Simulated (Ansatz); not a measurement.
**Tl2Te (model cell, started as cuprite): following an unstable mode**

Aim: this structure of Tl2Te (model cell, started as cuprite) is to be tested for unstable modes, and one is followed downhill.

Main program and level: Ansatz 0.2.0; DFT PBEsol, scalar-relativistic, plane waves, PAW.

The structure was built from a prototype and need not be the compound's stable phase.

In doubt: the program warns that the response may not be converged on this k-mesh, which bears on dielectric and field responses.

## (1) Set-up

It takes space group Pn-3m (No. 224, cubic). The conventional cell has a = 7.300 Å, b = 7.300 Å, c = 7.300 Å, α = 90.00°, β = 90.00°, γ = 90.00°. Nearest to Te lie 4 Tl at 3.16 Å. Nearest to Tl lie 2 Te at 3.16 Å. Farther neighbours and most contacts between anions are not listed.

Structure file:

```cif
data_structure
_symmetry_space_group_name_H-M 'Pn-3m:1'
_symmetry_Int_Tables_number 224
_cell_length_a 7.2996
_cell_length_b 7.2996
_cell_length_c 7.2996
_cell_angle_alpha 90.000
_cell_angle_beta 90.000
_cell_angle_gamma 90.000
_cell_volume 388.96
loop_
_atom_site_label
_atom_site_type_symbol
_atom_site_symmetry_multiplicity
_atom_site_Wyckoff_symbol
_atom_site_fract_x
_atom_site_fract_y
_atom_site_fract_z
_atom_site_occupancy
Te1 Te 2 a 0.00000 0.00000 0.00000 1
Tl1 Tl 4 b 0.25000 0.25000 0.25000 1
```

## (2) The dispersion

The cell comes from relaxations at this level that are not shown. Stability and thermal properties need the whole zone. Linear response on a 2×2×2 q mesh gives force constants as far as a supercell of that size would.

The input, input.yaml:

```yaml
crystal:
  lattice:
    - [7.2996465413, 0.0, 0.0]
    - [0.0, 7.2996465413, 0.0]
    - [0.0, 0.0, 7.2996465413]
  atoms:
    - { symbol: Te, position: [0.0, 0.0, 0.0] }
    - { symbol: Te, position: [0.5, 0.5, 0.5] }
    - { symbol: Tl, position: [0.25, 0.25, 0.25] }
    - { symbol: Tl, position: [0.75, 0.75, 0.25] }
    - { symbol: Tl, position: [0.75, 0.25, 0.75] }
    - { symbol: Tl, position: [0.25, 0.75, 0.75] }
kpoints:
  mp_grid: { grid: [4, 4, 4] }
hamiltonian:
  xc: pbesol
scf:
  occupations: { method: gaussian, width: 0.01 }
output:
  eigenvalues: true
phonons:
  method: dfpt
  qmesh: [2, 2, 2]
  temperatures: { t_max: 1000, t_step: 50 }
  qpath:
    path:
      - [[0.0, 0.0, 0.0], [0.0, 0.5, 0.0], [0.5, 0.5, 0.0], [0.0, 0.0, 0.0], [0.5, 0.5, 0.5], [0.0, 0.5, 0.0]]
      - [[0.5, 0.5, 0.5], [0.5, 0.5, 0.0]]
    npoints: 10
```

Command:

```sh
> ansatz run input.yaml --threads 8 --pin off --max-ram 14336MiB --backend cpu --events-out ev --progress --plain --runs-dir out
```

Numbers of over 12 decimals in the logs are rounded to 6 here.

Output:

```text
Warning: phonons: the dynamical matrix that this run interpolates holds no multipole term above the dipole-dipole one, and a site of this crystal is no centre of inversion, so its interpolated transverse optical and acoustic branches and sound speeds can stay off near Gamma, and the density of states and the thermodynamics with them. What a run solves at a wave vector of phonons.qpoints, Gamma apart, where the deck admits one, is free of this, and under fd what a larger phonons.supercell samples
Engine: ansatz 0.2.0, aarch64-unknown-linux-gnu
Pseudopotentials: kind: paw
Pseudopotential: Te, paw, valence charge 16, recommended cutoff 420 eV (normal), Te.paw.azcp
Pseudopotential: Tl, paw, valence charge 13, recommended cutoff 420 eV (normal), Tl.paw.azcp
Functional definition: PBEsol
  exchange = pbesol_x
  correlation = pbesol_c
Crystal: 6 atoms, lattice volume = 388.960 Å³
Basis set: ecut = 420 eV, 7521 PW (Γ), exchange–correlation on 100×100×100 points (8 copies of the dense FFT grid, shifted against one another)
Bands: 51, of which v1, the nominal top of the filled ones, is band 42 counted from 1 (41 counted from 0)
Symmetry: 48 space group operations
k-points: 10 of 64
Non-local potential: Te, projectors of the file, l = 0: 2, l = 1: 2, l = 2: 2, l = 3: 2
Non-local potential: Tl, projectors of the file, l = 0: 2, l = 1: 2, l = 2: 2, l = 3: 1
PAW form: soft (Blöchl's): semilocal exchange-correlation on the pseudo side does not see the compensation charge
PAW frozen core: Te, regenerated for the run's functional, and the local potential with it (the file was generated under x = pbe(κ = 0.804, μ = 0.219515), c = pbe(β = 0.066725))
PAW frozen core: Tl, regenerated for the run's functional, and the local potential with it (the file was generated under x = pbe(κ = 0.804, μ = 0.219515), c = pbe(β = 0.066725))
PAW one-centre angular grid: Te, 590 points (default); XC on 64 Gauss nodes
PAW one-centre angular grid: Tl, 590 points (default); XC on 64 Gauss nodes
Initial density: superposition of atomic densities (neutral atoms: chi_scale 0, normalization atom), corrected by the library's trained network
Initial wavefunctions: pseudopotential atomic-orbital guess
Functional: x = pbesol(κ = 0.804, μ = 0.123457), c = pbesol(β = 0.046)
SCF iter   1: F=—  HF=-58983.410052 eV  |F-HF|=—  |Δ(HF+E_count)|=         —  Δρ=3.48e-3  dr2=1.33e-1  ethr=1.77e-3  ⟨swp⟩=7.6  Hψ=2017  notcnv=0
preconditioner: auto → Resta (q_TF=auto, 2.113 Å⁻¹)  ε∞=3.0  [insulator: Δε(μ)=0.223 eV  Ē_g=10.739 eV  σ=0.010 eV  W_gap=1.00  n_scr=80 (ndim 8)  ℏωp=15.1 eV  f_vac=0.325  D(μ)=0.00/eV (n_scr^D=0)  ε∞_Penn≈3.0]
SCF iter   2: F=—  HF=-58983.383657 eV  |F-HF|=—  |Δ(HF+E_count)|=   2.64e-2  Δρ=1.20e-3  dr2=9.22e-3  ethr=1.58e-4  ⟨swp⟩=2.7  Hψ=738  notcnv=0  defer=24
SCF iter   3: F=—  HF=-58983.386627 eV  |F-HF|=—  |Δ(HF+E_count)|=   2.97e-3  Δρ=4.68e-4  dr2=2.22e-3  ethr=1.10e-5  ⟨swp⟩=2.1  Hψ=973  notcnv=0  defer=24
SCF iter   4: F=—  HF=-58983.388928 eV  |F-HF|=—  |Δ(HF+E_count)|=   2.30e-3  Δρ=1.67e-4  dr2=2.86e-4  ethr=2.64e-6  ⟨swp⟩=2.0  Hψ=652  notcnv=0  defer=24
SCF iter   5: F=—  HF=-58983.389540 eV  |F-HF|=—  |Δ(HF+E_count)|=   6.12e-4  Δρ=4.44e-5  dr2=1.33e-5  ethr=3.41e-7  ⟨swp⟩=2.0  Hψ=658  notcnv=0  defer=24
SCF iter   6: F=—  HF=-58983.389581 eV  |F-HF|=—  |Δ(HF+E_count)|=   4.12e-5  Δρ=1.53e-5  dr2=1.43e-6  ethr=1.58e-8  ⟨swp⟩=2.0  Hψ=806  notcnv=0  defer=24
SCF iter   7: F=—  HF=-58983.389280 eV  |F-HF|=—  |Δ(HF+E_count)|=   3.01e-4  Δρ=2.77e-6  dr2=4.83e-8  ethr=1.70e-9  ⟨swp⟩=2.0  Hψ=806  notcnv=0  defer=24
SCF iter   8: F=—  HF=-58983.389280 eV  |F-HF|=—  |Δ(HF+E_count)|=   2.78e-7  Δρ=6.39e-7  dr2=3.06e-9  ethr=5.75e-11  ⟨swp⟩=2.7  Hψ=841  notcnv=0  defer=24
SCF iter   9: F=—  HF=-58983.389280 eV  |F-HF|=—  |Δ(HF+E_count)|=   1.14e-8  Δρ=1.53e-7  dr2=1.53e-10  ethr=3.65e-12  ⟨swp⟩=2.9  Hψ=895  notcnv=0  defer=24
SCF iter  10: F=—  HF=-58983.389280 eV  |F-HF|=—  |Δ(HF+E_count)|=  9.39e-10  Δρ=4.85e-8  dr2=2.08e-11  ethr=1.00e-12  ⟨swp⟩=2.0  Hψ=588  notcnv=0  defer=24
[...]
SCF 1 converged in 11 iterations: F = -58983.389280 eV  dr2 = 1.09e-12
  greatest PAW one-centre occupation: 0.998 electrons in one spin orbital (limit 2), on the Te atom at site 1 (counted from 0), in its partial waves of l = 2
Initial density: read from a saved state, or passed on in memory by an earlier SCF of this step, an earlier step, the calling program or the single point that the run made first
[...]
eigensolver tolerance schedule: the retry pair's looser diagonalisation over-reported the residual by 398142.62 of it (diagonalisation noise at an unbounded share of the residual, at the tolerance the schedule requests for it); recorded, not acted on — ethr = c·dr2/N_el stays at c = 1.0e-1
preconditioner: auto → Resta (q_TF=auto, 2.113 Å⁻¹)  ε∞=3.0  [insulator: Δε(μ)=0.096 eV  Ē_g=10.750 eV  σ=0.010 eV  W_gap=1.00  n_scr=80 (ndim 8)  ℏωp=15.1 eV  f_vac=0.343  D(μ)=0.00/eV (n_scr^D=0)  ε∞_Penn≈3.0]
[...]
SCF 2 converged in 4 iterations: F = -58983.389280 eV  dr2 = 8.29e-12
k-points: 18 of 64 (irreducible under 8 space group operations, time reversal used)
[...]
SCF iter   1: F=—  HF=-58983.389585 eV  |F-HF|=—  |Δ(HF+E_count)|=         —  Δρ=1.24e-7  dr2=9.17e-11  ethr=8.16e-8  ⟨swp⟩=3.8  Hψ=5943  notcnv=0  defer=123
eigensolver tolerance schedule: the retry pair's looser diagonalisation over-reported the residual by 747357.32 of it (diagonalisation noise at an unbounded share of the residual, at the tolerance the schedule requests for it); recorded, not acted on — ethr = c·dr2/N_el stays at c = 1.0e-1
preconditioner: auto → Resta (q_TF=auto, 2.113 Å⁻¹)  ε∞=3.0  [insulator: Δε(μ)=0.096 eV  Ē_g=10.755 eV  n_scr=80 (ndim 8)  ℏωp=15.1 eV  f_vac=0.343  ε∞_Penn≈3.0]
SCF iter   2: F=—  HF=-58983.389280 eV  |F-HF|=—  |Δ(HF+E_count)|=   3.05e-4  Δρ=1.29e-7  dr2=1.47e-10  ethr=1.00e-12  ⟨swp⟩=13.6  Hψ=5039  notcnv=0
SCF iter   3: F=-58983.389280 eV  HF=-58983.389280 eV  |F-HF|=4.37e-11  |Δ(HF+E_count)|=  5.09e-11  Δρ=7.85e-8  dr2=4.46e-11  ethr=1.00e-12  ⟨swp⟩=1.8  Hψ=1952  notcnv=0
SCF 3 converged in 3 iterations: F = -58983.389280 eV  dr2 = 4.46e-11
NSCF: frozen V_eff on 4 k-points
DFPT response loops at Γ: preconditioner auto → none (the input reference at scf.mixing.eps_inf says where Resta's filter doesn't serve); β = 0.50; Broyden in place of MSR1
k-points: 40 of 216 (irreducible under 8 space group operations, time reversal used)
iter 1 solved again at ethr=3.05e-7 eV; its pass at ethr=3.10e-3 eV (dr2=2.56e-4 eV) is discarded
[...]
NSCF: frozen V_eff on 10 k-points
NSCF: frozen V_eff on 24 k-points
DFPT response loops at q = (0, 0, 0) (fractional): mixed as the last ones told, above
NSCF: frozen V_eff on 72 k-points
DFPT response loops at q = (0, 0, -0.5) (fractional): mixed as the last ones told, above
NSCF: frozen V_eff on 72 k-points
DFPT response loops at q = (0, -0.5, -0.5) (fractional): mixed as the last ones told, above
NSCF: frozen V_eff on 48 k-points
DFPT response loops at q = (-0.5, -0.5, -0.5) (fractional): mixed as the last ones told, above
SCF converged after 11 iterations
Free energy (F): -58983.389280 eV
Harris-Foulkes:  -58983.389280 eV  (|F-HF|=7.28e-12)
Internal energy: -58983.389280 eV  (E = F + TS)
E sigma→0 (E₀):  -58983.389280 eV
Fermi energy:    2.665399 eV
--- Per-component energies (eV) ---
  E_band       = -1060.777532
  E_kinetic    = 1686.871936
  E_local      = -9985.666341  (includes V_loc(G=0)·N_el)
  E_nonlocal   = 663.448345
  E_hartree    = 4594.956658
  E_xc         = -1158.862949
  E_vxc        = -771.573444  (∫ρ·V_xc dr)
  E_paw        = -49232.163648  (= ΣΔE_a)
  E_vpaw       = -1843.771119  (= ΣTr[D̂ρ^β])
  E_aug_tail   = -0.000236  (compensation charges beyond the density's cutoff)
  E_ewald      = -5552.875735
  E_core_change = 0.902691  (= ΣΔE_core)
  E_smearing   = -0.000000  (= −TS)
  E_closure    = 0.000000  (closes the sum)
  Σ components = -58983.389280   (vs F -58983.389280, Δ=0.00e0)
--- Band table (eV; the first three rows and the last of 10) ---
  k-point 0: bands = [... 38 lower, 0.4280, 2.5113, 2.5113, 2.5113, 2.7130, 2.7130, 4.4572, 4.4572, ... 5 higher]
  k-point 1: bands = [... 38 lower, 0.7629, 2.1288, 2.4042, 2.4042, 2.8794, 3.0931, 4.0312, 4.5067, ... 5 higher]
  k-point 2: bands = [... 38 lower, 1.4721, 1.4721, 2.3196, 2.3196, 3.3555, 3.3555, 3.6946, 3.6946, ... 5 higher]
  k-point 9: bands = [... 38 lower, 0.1845, 2.6174, 2.6174, 2.6174, 3.3616, 3.3616, 3.3616, 4.9361, ... 5 higher]
--- Phonons (Γ-DFPT): 2 representative perturbations + reference (Σ response iterations 6) ---
  ASR residual: 5.570e-5 → 0.000e0 eV/Å²; symmetrization residual: 5.928e-5 eV/Å²
  ASR residual per site (eV/Å²): 1.41e-5 1.41e-5 5.57e-5 5.57e-5 5.57e-5 5.57e-5
  Γ frequencies (cm⁻¹): -54.61 -54.61 -54.61 -31.38 -31.38 -31.38 -16.79 -16.79 0.00 0.00 0.00 27.79 27.79 27.79 71.81 71.81 71.81 75.76
  Unit cell's response to a homogeneous field, on a k mesh of 6×6×6: 1 representative field direction (Σ response iterations 10)
  ε∞ (high-frequency dielectric tensor):
       12.392166    -0.000000     0.000000
        0.000000    12.392166     0.000000
       -0.000000     0.000000    12.392166
  ε⁰ (static dielectric tensor): not given — the deck does not say what the cell's rigid motions are, and on a molecule in a box or a wire the rigid rotations would enter the sum over the modes at Γ. For a crystal or a slab, whose only rigid motions are the translations, set phonons.rigid_motions: translations.
  Born effective charges Z* (e; rows j = field, columns β = displacement):
    site 0:
        -5.80622    0.00000    0.00000
        -0.00000   -5.80622    0.00000
         0.00000   -0.00000   -5.80622
    site 1:
        -5.80622    0.00000    0.00000
        -0.00000   -5.80622    0.00000
         0.00000   -0.00000   -5.80622
    site 2:
         2.90311    1.75743    1.75743
         1.75743    2.90311    1.75743
         1.75743    1.75743    2.90311
    site 3:
         2.90311    1.75743   -1.75743
         1.75743    2.90311   -1.75743
        -1.75743   -1.75743    2.90311
    site 4:
         2.90311   -1.75743    1.75743
        -1.75743    2.90311   -1.75743
         1.75743   -1.75743    2.90311
    site 5:
         2.90311   -1.75743   -1.75743
        -1.75743    2.90311    1.75743
        -1.75743    1.75743    2.90311
  Z* charge neutrality: 8.614e-5 e pre-enforcement
  k-mesh period / interband length: 43.8 Å / 4.17 Å = 10.50 at k = (0.0000, 0.0000, 0.0000), direct gap 0.206 eV — UNDER 14: by this measure the k-mesh is too coarse for the response
  optical modes at Γ without the LO–TO term, one row a degenerate level:
      ω (cm⁻¹)  modes    IR ((D/Å)²/amu)
        -54.61      3            36.3672
        -31.38      3             0.0000
        -16.79      2             0.0000
         27.79      3            19.9887
         71.81      3             0.0000
         75.76      1             0.0000
  optical modes at Γ + LO–TO along q̂ = [1.0000, 0.0000, 0.0000]:
      ω (cm⁻¹)  modes    IR ((D/Å)²/amu)
        -54.61      2            24.2448
        -31.38      3             0.0000
        -31.33      1             0.9831
        -16.79      2             0.0000
         27.79      2            13.3258
         71.81      3             0.0000
         75.76      1             0.0000
         84.17      1            17.8022
  optical modes at Γ + LO–TO along q̂ = [0.0000, 1.0000, 0.0000]:
      ω (cm⁻¹)  modes    IR ((D/Å)²/amu)
        -54.61      2            24.2448
        -31.38      3             0.0000
        -31.33      1             0.9831
        -16.79      2             0.0000
         27.79      2            13.3258
         71.81      3             0.0000
         75.76      1             0.0000
         84.17      1            17.8022
  optical modes at Γ + LO–TO along q̂ = [0.0000, 0.0000, 1.0000]:
      ω (cm⁻¹)  modes    IR ((D/Å)²/amu)
        -54.61      2            24.2448
        -31.38      3             0.0000
        -31.33      1             0.9831
        -16.79      2             0.0000
         27.79      2            13.3258
         71.81      3             0.0000
         75.76      1             0.0000
         84.17      1            17.8022
--- Phonons (arbitrary-q DFPT): 4 irreducible q on the 2×2×2 mesh ---
  q = [0.0000, 0.0000, 0.0000] (star 1, of the zone-centre solve; hermiticity 6.96e-5, symmetrization 2.32e-11): -54.61 -54.61 -54.61 -31.38 -31.38 -31.38 -16.79 -16.79 -0.00 0.00 0.00 27.79 27.79 27.79 71.81 71.81 71.81 75.76
  q = [0.0000, 0.0000, -0.5000] (star 3, 4 solved perturbations in 105 linear systems a pass and spin channel, the states on 36 of 64 k-point pairs; hermiticity 5.05e-5, symmetrization 8.89e-11): -33.57 -33.57 -28.70 -28.70 -23.10 -23.10 -16.93 -16.93 8.97 8.97 35.59 35.59 42.34 42.34 68.97 68.97 86.00 86.00
  q = [0.0000, -0.5000, -0.5000] (star 3, 4 solved perturbations in 105 linear systems a pass and spin channel, the states on 36 of 64 k-point pairs; hermiticity 5.99e-5, symmetrization 2.44e-12): -30.35 -30.35 -24.28 -24.28 -24.01 -24.01 -23.13 -23.13 -13.17 -13.17 32.45 32.45 41.62 41.62 73.48 73.48 82.11 82.11
  q = [-0.5000, -0.5000, -0.5000] (star 1, 2 solved perturbations in 42 linear systems a pass and spin channel, the states on 24 of 64 k-point pairs; hermiticity 4.45e-5, symmetrization 9.41e-11): -55.34 -55.34 -55.34 -34.67 -34.67 -34.67 -16.42 -16.42 -12.44 -12.44 -12.44 28.23 28.23 28.23 78.57 78.83 78.83 78.83
  sum rule: each row above includes the acoustic sum rule's correction from the zone centre's row sums; it moved no ω² by more than (0.41 cm⁻¹)²
  mesh force constants: q→R imaginary residual 1.79e-17; ASR residual 5.570e-5 → 0.000e0 eV/Å²; symmetrization residual 1.554e-15 eV/Å²
  interpolated dispersion: 63 rows × 18 modes
  density of states and harmonic sums: on the 10×10×10 q-mesh, interpolated from the force constants of a 2×2×2 supercell (with the dipole–dipole term)
  largest difference from the sums on the solved wave vectors: F 3.42e-1 eV, S 4.16e-4 and C_V 7.39e-5 eV/K
  zero-point energy: 0.028422 eV/cell   skipped modes (ω ≤ 0): 493, of them read as no rigid motion or as one in doubt: 490 (8.639e0 modes/cell left out, lowest -55.34 cm⁻¹)   left out of the sums: 4.80e-1 of the cell's modes: C_V's classical limit lies that fraction below 3 k_B per atom; for a crystal, a wire or a layer, F and S can be off by more, and a phonons.interpolated_qmesh denser along its periods is the remedy for the sampling
```

Elapsed: 2.5 min, on 8 threads of Arm Neoverse V2, shared host; peak memory 3.5 GiB; 19 min of CPU time.

This step gave:

- gap on the k-mesh: 0.09567 eV
- volume per atom: 64.83 Å³
- sum-rule residual before enforcement: 5.57e-5 eV/Å²
- lowest frequency on the path: -55.34 cm⁻¹
- point group: m-3m
- highest frequency on the path or at a solved wavevector: 94.3 cm⁻¹
- highest optical mode at the zone centre (no LO-TO term): 75.76 cm⁻¹
- lowest optical zone-centre mode: -54.61 cm⁻¹
- lowest mode on the q mesh (acoustic modes at Γ apart): -55.34 cm⁻¹

Frequencies (cm⁻¹) solved at each irreducible wavevector; negative means imaginary. Frequencies by wavevector, by row:

| q in reciprocal lattice units | star | mode 1 | mode 2 | mode 3 | mode 4 | mode 16 | mode 17 | mode 18 |
| --- | --- | --- | --- | --- | --- | --- | --- | --- |
| 0 0 0 | 1 | -54.6 | -54.6 | -54.6 | -31.4 | 71.8 | 71.8 | 75.8 |
| 0 0 -0.5 | 3 | -33.6 | -33.6 | -28.7 | -28.7 | 69 | 86 | 86 |
| 0 -0.5 -0.5 | 3 | -30.4 | -30.4 | -24.3 | -24.3 | 73.5 | 82.1 | 82.1 |
| -0.5 -0.5 -0.5 | 1 | -55.3 | -55.3 | -55.3 | -34.7 | 78.8 | 78.8 | 78.8 |

Interpolated from a 2×2×2 q mesh, with the LO-TO term (at Γ the limit along the path; where Γ stands inside the path, tables give the limit on arrival). The phonon branches at the labelled points (cm⁻¹):

| point | branch 1 | branch 2 | branch 3 | branch 4 | branch 15 | branch 16 | branch 17 | branch 18 |
| --- | --- | --- | --- | --- | --- | --- | --- | --- |
| Γ | -55 | -55 | -31 | -31 | 72 | 72 | 76 | 84 |
| halfway | -44 | -44 | -31 | -31 | 71 | 71 | 82 | 85 |
| X | -34 | -34 | -29 | -29 | 69 | 69 | 86 | 86 |
| halfway | -30 | -30 | -29 | -29 | 73 | 73 | 84 | 84 |
| M | -30 | -30 | -24 | -24 | 74 | 74 | 82 | 82 |
| halfway | -39 | -37 | -30 | -29 | 72 | 74 | 80 | 87 |
| Γ | -55 | -55 | -31 | -31 | 72 | 72 | 76 | 84 |
| halfway | -40 | -40 | -31 | -26 | 66 | 75 | 75 | 94 |
| R | -55 | -55 | -55 | -35 | 79 | 79 | 79 | 79 |
| halfway | -40 | -34 | -33 | -30 | 57 | 76 | 79 | 92 |
| X | -34 | -34 | -29 | -29 | 69 | 69 | 86 | 86 |
| jump to R | -55 | -55 | -55 | -35 | 79 | 79 | 79 | 79 |
| halfway | -44 | -44 | -40 | -31 | 58 | 77 | 77 | 92 |
| M | -30 | -30 | -24 | -24 | 74 | 74 | 82 | 82 |

Symmetry leaves 4 wavevectors to solve. The lowest mode among them, the acoustic zeros apart, lies at q = (-0.5, -0.5, -0.5) and is imaginary, 55.3i cm⁻¹, so the energy falls along it.

(Part 1 of 3 ends here.)

[Logs are printed without paths, hosts, clocks, repeated set-up lines and the standing remarks that a program may print on its own settings, such as how far it seeks lower states.]

[Hosts, paths, dates, database ids (printed as entryN), source tags and the programs' standing remarks are cut or masked in the printed files.]
